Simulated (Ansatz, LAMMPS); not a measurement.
# Structural relaxation of glassy 62SiO2-19Al2O3-19CaO (mol %) (118 atoms), part 3 of 3

Aim: bring glassy 62SiO2-19Al2O3-19CaO (mol %) (118 atoms) to a nearby minimum of the energy and see what moves.

Ansatz 0.2.0; Kohn-Sham DFT, PBEsol, PAW (set soft_2), plane waves.

The cell: 23 Si, 14 Al, 7 Ca and 74 O. The quench rate of 50 K/ps far exceeds what a furnace or splat quench reaches. The network of bonds at the start is that of the classical potential that made the cell. Sampling is at Γ alone, for a cell whose shortest periodic width is 11 Å.

So far, density (g/cm³): step 5 (structure statistics after relaxation) 2.71.

### Step 6. Single point at the relaxed geometry

The electronic structure is read at the final geometry, in a run of its own.

Input file input.yaml:

```yaml
crystal:
  lattice:
    - [11.8377, 0.12285, -0.09994]
    - [0.12285, 11.12632, 0.07378]
    - [-0.09994, 0.07378, 11.59766]
  atoms:
    - { symbol: Si, position: [0.00495, 0.48659, 0.60001] }
    - { symbol: Si, position: [0.59826, 0.96771, 0.29914] }
    - { symbol: Si, position: [0.37781, 0.53312, 0.41123] }
    - { symbol: Si, position: [0.29938, 0.30122, 0.52337] }
    - { symbol: Si, position: [0.50808, 0.09132, 0.89221] }
    - { symbol: Si, position: [0.5117, 0.16619, 0.43533] }
    - { symbol: Si, position: [0.14061, 0.61412, 0.40433] }
    - { symbol: Si, position: [0.43904, 0.83373, 0.57476] }
    - { symbol: Si, position: [0.2217, 0.96666, 0.59764] }
    - { symbol: Si, position: [0.8418, 0.22367, 0.8675] }
    - { symbol: Si, position: [0.93524, 0.96484, 0.89629] }
    - { symbol: Si, position: [0.14353, 0.18264, 0.17592] }
    - { symbol: Si, position: [0.40987, 0.41097, 0.76666] }
    - { symbol: Si, position: [0.09631, 0.5577, 0.00234] }
    - { symbol: Si, position: [0.9669, 0.7953, 0.29322] }
    - { symbol: Si, position: [0.66991, 0.30782, 0.29956] }
    - { symbol: Si, position: [0.02612, 0.44342, 0.22708] }
    - { symbol: Si, position: [0.66931, 0.38089, 0.69973] }
    - { symbol: Si, position: [0.60129, 0.83407, 0.92255] }
    - { symbol: Si, position: [0.65688, 0.26864, 0.02637] }
    - { symbol: Si, position: [0.40588, 0.69696, 0.80579] }
    - { symbol: Si, position: [0.68455, 0.53528, 0.02544] }
    - { symbol: Si, position: [0.77984, 0.87918, 0.72635] }
    - { symbol: Al, position: [0.11628, 0.14226, 0.42874] }
    - { symbol: Al, position: [0.09296, 0.92837, 0.08599] }
    - { symbol: Al, position: [0.90231, 0.31431, 0.40476] }
    - { symbol: Al, position: [0.28895, 0.75153, 0.04443] }
    - { symbol: Al, position: [0.77041, 0.57405, 0.2745] }
    - { symbol: Al, position: [0.62709, 0.74528, 0.4159] }
    - { symbol: Al, position: [0.77582, 0.61984, 0.61822] }
    - { symbol: Al, position: [0.55824, 0.73885, 0.1576] }
    - { symbol: Al, position: [0.61081, 0.0432, 0.65115] }
    - { symbol: Al, position: [0.29312, 0.1983, 0.77053] }
    - { symbol: Al, position: [0.27793, 0.34177, 0.00054] }
    - { symbol: Al, position: [0.07902, 0.33675, 0.8379] }
    - { symbol: Al, position: [0.42953, 0.54331, 0.14144] }
    - { symbol: Al, position: [0.61454, 0.48001, 0.47047] }
    - { symbol: Ca, position: [0.80668, 0.04149, 0.44693] }
    - { symbol: Ca, position: [0.24338, 0.96017, 0.85362] }
    - { symbol: Ca, position: [0.87243, 0.51037, 0.83958] }
    - { symbol: Ca, position: [0.05568, 0.73477, 0.73982] }
    - { symbol: Ca, position: [0.85518, 0.72652, 0.05894] }
    - { symbol: Ca, position: [0.86101, 0.04796, 0.17047] }
    - { symbol: Ca, position: [0.33119, 0.94144, 0.30118] }
    - { symbol: O, position: [0.66327, 0.36468, 0.56257] }
    - { symbol: O, position: [0.66732, 0.896, 0.40576] }
    - { symbol: O, position: [0.38929, 0.74576, 0.67518] }
    - { symbol: O, position: [0.54182, 0.3798, 0.75203] }
    - { symbol: O, position: [0.68142, 0.4518, 0.33353] }
    - { symbol: O, position: [0.52895, 0.72687, 0.86136] }
    - { symbol: O, position: [0.05639, 0.0777, 0.12973] }
    - { symbol: O, position: [0.52057, 0.95271, 0.94107] }
    - { symbol: O, position: [0.05866, 0.43432, 0.71981] }
    - { symbol: O, position: [0.54813, 0.28003, 0.35564] }
    - { symbol: O, position: [0.76315, 0.76915, 0.64347] }
    - { symbol: O, position: [0.70039, 0.87594, 0.83773] }
    - { symbol: O, position: [0.57718, 0.11676, 0.77686] }
    - { symbol: O, position: [0.92606, 0.39819, 0.52923] }
    - { symbol: O, position: [0.5662, 0.57596, 0.08525] }
    - { symbol: O, position: [0.00967, 0.5144, 0.10389] }
    - { symbol: O, position: [0.1746, 0.25216, 0.51866] }
    - { symbol: O, position: [0.38578, 0.5513, 0.79224] }
    - { symbol: O, position: [0.77517, 0.24161, 0.36481] }
    - { symbol: O, position: [0.69118, 0.0506, 0.24376] }
    - { symbol: O, position: [0.91098, 0.92103, 0.33194] }
    - { symbol: O, position: [0.01539, 0.62721, 0.90661] }
    - { symbol: O, position: [0.2753, 0.07243, 0.6771] }
    - { symbol: O, position: [0.19208, 0.63857, 0.0558] }
    - { symbol: O, position: [0.77496, 0.19868, 0.9888] }
    - { symbol: O, position: [0.5162, 0.877, 0.22887] }
    - { symbol: O, position: [0.93933, 0.32206, 0.88902] }
    - { symbol: O, position: [0.40771, 0.70566, 0.12556] }
    - { symbol: O, position: [0.39309, 0.19797, 0.49356] }
    - { symbol: O, position: [0.47877, 0.52318, 0.50779] }
    - { symbol: O, position: [0.19771, 0.12445, 0.29704] }
    - { symbol: O, position: [0.7225, 0.51431, 0.71547] }
    - { symbol: O, position: [0.97429, 0.177, 0.40622] }
    - { symbol: O, position: [0.43754, 0.53083, 0.28938] }
    [... 34 atom lines left out ...]
    - { symbol: O, position: [0.74791, 0.61619, 0.93112] }
    - { symbol: O, position: [0.17216, 0.87196, 0.69091] }
    - { symbol: O, position: [0.06852, 0.93492, 0.93036] }
    - { symbol: O, position: [0.66428, 0.29109, 0.16291] }
    - { symbol: O, position: [0.92288, 0.59886, 0.64889] }
    - { symbol: O, position: [0.4887, 0.05144, 0.35034] }
kpoints:
  mp_grid: { grid: [1, 1, 1] }
hamiltonian:
  xc: pbesol
scf:
  occupations: { method: fixed }
output:
  forces: true
  stress: true
  populations: intrinsic
  dos:
    method: { smearing: { sigma: 0.08 } }
    de: 0.1
    projected: { site_lists: { Al: [Al], Ca: [Ca], O: [O], Si: [Si] } }
  eigenvalues: true
  write_density: true
  write_potential: true
  volumetric_format: npy
  elf: true
```

On the command line:

```bash
ansatz run input.yaml --threads 4 --pin off --max-ram 8192MiB --backend cpu --events-out ev --progress --plain --runs-dir out
```

Numbers of over 12 decimals in the logs are rounded to 6 here.

Output:

```text
[...]
Crystal: 118 atoms, lattice volume = 1527.176 Å³
Basis set: ecut = 420 eV, 29891 PW (Γ), exchange–correlation on 160×150×160 points (8 copies of the dense FFT grid, shifted against one another)
Bands: 442, of which v1, the nominal top of the filled ones, is band 324 counted from 1 (323 counted from 0)
Symmetry: 1 space group operations
[...]
k-points: 1
[...]
SCF iter   1: F=—  HF=-75847.720376 eV  |F-HF|=—  |Δ(HF+E_count)|=         —  Δρ=1.20e-2  dr2=1.75e0  ethr=1.77e-3  ⟨swp⟩=5.0  Hψ=1713  notcnv=0  defer=116
[...]
SCF iter  10: F=-75847.225848 eV  HF=-75847.225848 eV  |F-HF|=2.12e-8  |Δ(HF+E_count)|=   6.06e-8  Δρ=9.49e-7  dr2=1.74e-8  ethr=1.54e-11  ⟨swp⟩=8.0  Hψ=2563  notcnv=0
SCF 1 converged in 10 iterations: F = -75847.225848 eV  dr2 = 1.74e-8
[...]
SCF converged after 10 iterations
Free energy (F): -75847.225848 eV
[...]
Internal energy: -75847.225848 eV  (E = F + TS)
E sigma→0 (E₀):  -75847.225848 eV
Fermi energy:    3.794851 eV
[...]
--- Forces (eV/Å), atoms counted from 1 ---
  atom   1  Si    -0.00820358     0.02311494     0.01416757
  atom   2  Si    -0.00543302    -0.01004205     0.00897369
  atom   3  Si    -0.00515712     0.00190334     0.00400717
  atom   4  Si     0.00106352     0.00975069    -0.00084488
  atom   5  Si    -0.00051589     0.00329733    -0.00080411
  atom   6  Si     0.00356428    -0.00509534    -0.00148628
  atom   7  Si     0.00012761    -0.00078190     0.01559919
  atom   8  Si     0.00329633    -0.00011214    -0.00983330
  atom   9  Si     0.01550502     0.00123081    -0.02182353
  atom  10  Si    -0.01771935    -0.00410753    -0.00505041
  atom  11  Si    -0.00855119     0.01199427    -0.00322400
  atom  12  Si     0.00339101     0.00872827    -0.01149286
  atom  13  Si     0.01131009    -0.00537955    -0.00066970
  atom  14  Si     0.00572357    -0.00376831     0.00504928
[...]
atom 117  O      0.01162297    -0.00441437    -0.00127484
  atom 118  O     -0.00127324     0.00306954     0.00020753
  max |Σ_I F_I| component: 3.42e-5 eV/Å
--- Stress (GPa, compression-positive) ---
        0.041188       0.006537      -0.013996
        0.006537      -0.024461       0.014396
       -0.013991       0.014398       0.013260
  P = ⅓ Tr σ = 0.0100 GPa (0.100 kbar)
--- Band table (eV) ---
[...]
--- intrinsic populations: 118 sites ---
  site symbol       q [e]
     0     Si      2.3493
     1     Si      2.4012
     2     Si      2.2969
[...]
117      O      6.9601
  spilling = -0.000000 (of n_electrons = 648.000000)
```

The job ended after 63 s (4 threads of Arm Neoverse N1, shared host; peak memory 2.1 GiB; 4.1 min of CPU time).

Numbers from this run:

```yaml
free_energy: -75847.2258 eV
free_energy_per_atom: -642.7731 eV/atom
scf_cycles: 10
pressure: 0.009996 GPa
r_m_s_force_component: 0.00706 eV/Å
longest_force: 0.03537 eV/Å
fermi_energy: 3.795 eV
spacing_of_highest_filled_and_lowest_empty_level: 4.194 eV
```

Intrinsic-atomic-orbital charges by element and coordination:

```tsv
element	coordination	atoms	mean charge (e)	spread	least	most
Al	all	14	1.30	0.034	1.23	1.36
Al	4	11	1.31	0.0339	1.23	1.36
Al	5	3	1.27	0.0102	1.26	1.28
Ca	all	7	1.80	0.0133	1.78	1.82
Ca	4	1	1.79	0	1.79	1.79
Ca	5	2	1.79	0.0141	1.78	1.81
Ca	7	3	1.80	0.0121	1.79	1.82
Ca	8	1	1.78	0	1.78	1.78
O	all	74	-0.938	0.0851	-1.23	-0.823
O	2	31	-0.883	0.0261	-0.953	-0.847
O	3	40	-0.969	0.0876	-1.23	-0.823
O	4	3	-1.08	0.0711	-1.18	-1.03
Si	all	23	1.68	0.0404	1.60	1.74
```

Density of states as counts of states in windows of 1 eV (from the Fermi level), total and the larger projections:

```tsv
from (eV)	to (eV)	total	O p	Si p
-14	-10	0.0	0.0	0.0
-10	-9	4.2	2.7	0.2
-9	-8	12.4	8.3	0.7
-8	-7	18.0	12.6	1.4
-7	-6	27.0	20.0	3.2
-6	-5	37.2	28.4	4.2
-5	-4	47.7	37.7	4.5
-4	-3	69.7	59.4	3.5
-3	-2	83.9	76.6	2.0
-2	-1	86.9	82.1	1.2
-1	0	56.3	53.9	0.5
0	1	0.8	0.7	0.0
1	4	0.0	0.0	0.0
4	5	2.0	0.0	0.0
```

The curve was stored every 0.10 eV, coarse against its broadening of 0.08 eV, so these counts are rough.

With fixed occupations the program's Fermi level is the highest filled level; weight inside the gap is the broadening of levels at its edges.

Between -26 and -14 eV lie 190 more states.

The levels nearest the highest filled one (over half full), pooled over k-points and spins:

```tsv
level less the highest filled one (eV)	occupation
-0.225	2
-0.189	2
-0.153	2
-0.0969	2
-0.0617	2
0	2
4.19	0
5.53	0
5.62	0
5.65	0
5.75	0
5.83	0
```

ELF in the ab plane at fractional z = 0.289, with atoms of Si and Al and Ca and O within 0.2 Å of it. It is the smooth field of the valence electrons, not physical close to the nuclei.

Ten even steps from '0' (0.00) to '9' (0.85), each cell a mean:
```
200000004999950122212355410268986
310000006999961256631221000599997
310000003899831689863221000489997
111000000244202788741110000146753
122210000000001355311110000123212
255431000000000011125775102678731
355541000000000000379898315988983
122221001100000001588589516976983
000121001100134410279999514999962
025776200001589972024564100465410
168889620014886896100122100021110
279769830015886896103688720477763
359999720002689983027999841599898
424555300000145520026999730597589
322110000000000000013798510389886
146530000000000145542122211036641
257641000000001489874121454211110
135420010000001479875113777620000
001113565200000135543113577620111
100258898620000001110001134310122
100388579840013442001343100000022
000379889720037887313799741000000
000148996211037998525999972000000
000013431378513677514899851013442
```
Columns run along a (11.8 Å), rows up along b (11.1 Å). Atoms in or near the plane, at fractional coordinates: Si at (0.60, 0.97), Si at (0.97, 0.80), Si at (0.67, 0.31), Al at (0.77, 0.57), Ca at (0.33, 0.94), O at (0.20, 0.12), O at (0.44, 0.53), O at (0.12, 0.52), O at (0.88, 0.69), O at (0.65, 0.68), O at (0.91, 0.43).

Valence density in the ab plane at fractional z = 0.289, with atoms of Si and Al and Ca and O within 0.2 Å of it. It is the smooth field of the valence electrons, not physical close to the nuclei.

Ten steps, logarithmic in the rise over the least value, from '0' (0.0 e/Å³) to '9' (6.4 e/Å³), each cell a mean:
```
100000014799852334322444321245653
210000014799853345543332111257864
311000002577642456543321101246764
322100000133212355532211000134543
333210000000001233322221000123321
344321000000000011234543112355542
333321000000000001257885323689753
222211000000000001358996434799853
111221111111122211246875323577632
123454211112356642123443211343311
236886410013589963111233211222211
357998420012589963112455422234443
446776310001356642113677532368875
434443100000122211124677532379986
333221000000000001123455321257864
233321000000000013333333322223432
234321000000000134554213433211111
223321100000000134554334444321111
112223332100000123332223444311111
111246775200000011111112222210111
111358997310001222111233211100011
001247986310013444323466431100000
000124554222123565434677632111110
000011222466533455434566532123321
```
Columns run along a (11.8 Å), rows up along b (11.1 Å). Atoms in or near the plane, at fractional coordinates: Si at (0.60, 0.97), Si at (0.97, 0.80), Si at (0.67, 0.31), Al at (0.77, 0.57), Ca at (0.33, 0.94), O at (0.20, 0.12), O at (0.44, 0.53), O at (0.12, 0.52), O at (0.88, 0.69), O at (0.65, 0.68), O at (0.91, 0.43).

Mean intrinsic-atomic-orbital charges: Al +1.30, Ca +1.80, O -0.94, Si +1.68 e.

Local excerpt of 8 atoms (numbers count through the whole input) about Ca43, one of the 7 Ca atoms; x, y, z are measured from there.

```tsv
atom	x	y	z	distance (Å)	bonds	intrinsic-atomic-orbital charge (e)
Ca43	0.00	0.00	0.00	0.00	5	1.78
O64	-2.02	0.01	0.87	2.20	3	-1.12
O82	0.08	-1.27	-1.86	2.26	3	-1.13
O65	0.56	-1.39	1.86	2.39	3	-1.15
O51	2.32	0.35	-0.49	2.40	3	-0.98
O69	-0.98	1.65	-2.09	2.84	3	-0.90
O110	1.80	-2.52	-0.14	3.10	3	-0.98
Al25	2.74	-1.31	-1.01	3.20	4	1.23
```

The column of bonds counts only the pairs O-Si within 2.08 Å, O-Al within 2.43 Å, O-Ca within 3.08 Å; other neighbours, such as metal atoms beside each other in a compound, aren't counted, and periodic images can show an atom twice.

### Step 7. Results

* energy change in the relaxation: -47.08 meV/atom
* r.m.s. displacement: 0.196 Å
* largest displacement: 0.423 Å
* free energy per atom: -642.7731 eV/atom
* pressure: 0.009996 GPa
* r.m.s. force component: 0.00706 eV/Å
* gap (highest filled to lowest empty level): 4.194 eV
* wall time of the 3 DFT runs: 12 min

In words: Relaxation lowers the energy by 47.1 meV/atom and moves atoms by 0.20 Å r.m.s.; the r.m.s. force component goes from 0.79 to 0.0071 eV/Å, the pressure goes from 4.9 to 0.0100 GPa, and the gap from 3.84 to 4.19 eV. Displacements are taken in the final cell, so they leave out its strain. By the final cutoffs 2 of 191 bonded pairs parted and 5 joined. The cell grew by 1.0 % in volume. From the first step to the last the energy fell by 5.555 eV, across changes of basis, and the largest move was 0.42 Å (Ca39). The O-Ca bonds change most in mean length: from 2.524 Å (spread 0.223) to 2.481 Å (spread 0.224), and their number from 41 to 43. Counting bonds as in the table, 79 % of Al atoms have 4, 43 % of Ca atoms have 7, 54 % of O atoms have 3 and all Si atoms have 4 bonded neighbours. 80 % of the oxygens bridge two formers (Si and Al) and 8 % are non-bridging; 12 % join three. Between filled and empty levels lie 4.19 eV (at Γ alone); a semilocal functional tends to put such gaps too low. In a disordered cell it changes from sample to sample, and tail or defect levels can set it.

What to keep in mind: The starting topology of bonds comes from the classical model; in DFT 2 of its 191 bonded pairs passed out of the cutoffs and 5 came within them.

[Logs are printed without paths, hosts, clocks, repeated set-up lines and the standing remarks that a program may print on its own settings, such as how far it seeks lower states.]

[Hosts, paths, dates, database ids (printed as entryN), source tags and the programs' standing remarks are cut or masked in the printed files.]
